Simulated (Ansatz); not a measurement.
Planning a run of Ansatz 0.2.0 on Zn3SbN3 (Cm). The input:

```yaml
crystal:
  lattice:
    - [3.3938895471, -3.283248115, 0.0]
    - [3.3938895471, 3.283248115, 0.0]
    - [-3.2155964401, 0.0, 4.5561292986]
  atoms:
    - { symbol: Zn, position: [0.64265811, 0.64265811, 0.11808447] }
    - { symbol: Zn, position: [0.75601403, 0.31486041, 0.51982585] }
    - { symbol: Zn, position: [0.31486041, 0.75601403, 0.51982585] }
    - { symbol: Sb, position: [0.06050886, 0.06050886, 0.00241463] }
    - { symbol: "N", position: [0.41103526, 0.94206134, 0.29988336] }
    - { symbol: "N", position: [0.94206134, 0.41103526, 0.29988336] }
    - { symbol: "N", position: [0.698722, 0.698722, 0.81219049] }
kpoints:
  mp_grid: { grid: [4, 4, 4] }
  band_path:
    path:
      - [0.0, 0.0, 0.0]
      - [0.0, 0.0, -0.5]
      - [-0.35449978, 0.35449978, -0.5]
      - [0.35449978, 0.64550022, -0.5]
      - [0.5, 0.5, -0.5]
      - [-0.5, 0.5, 0.0]
      - [0.0, 0.5, -0.5]
      - [0.0, 0.5, 0.0]
      - [-0.25, 0.25, 0.0]
      - [0.0, 0.0, -0.3]
    npoints: 1
hamiltonian:
  xc: hse06
  pseudopotentials: { kind: paw, azcp: { folder: soft_1 } }
scf:
  occupations: { method: fixed }
  n_extra_bands: 6
output:
  eigenvalues: true
```

```sh
ansatz run input.yaml --threads 2 --pin off --max-ram 92160MiB --backend cuda --events-out ev --progress --plain --runs-dir out --devices 1 --max-vram 13GiB
```

Question: Estimate wall time and host memory on 1 × NVIDIA H100 80GB HBM3 (shared by 6 runs) with 2 threads of AMD EPYC 7R13 (Zen 3), shared host.

It took 42 s; on shared hardware allow 21 s to 84 s. Peak host memory was 1.4 GiB. The sizes that set the cost: 1987 plane waves a state, 24 irreducible k points and 17 SCF cycles.

Exact exchange couples every pair of k points and filled bands, so it costs far more than a semilocal run.

[Paths, hosts, dates, memory and timing lines, banners, echoed tables and standing remarks are left out of the program output.]

[Logs are printed without paths, hosts, clocks, repeated set-up lines and the standing remarks that a program may print on its own settings, such as how far it seeks lower states.]

[Runs of the session that timed out or met a known fault of the program may be left out.]

[Cells called generated may have been cut or substituted from an entry of the Crystallography Open Database or the Materials Project.]

[Hosts, paths, dates, database ids (printed as entryN), source tags and the programs' standing remarks are cut or masked in the printed files.]
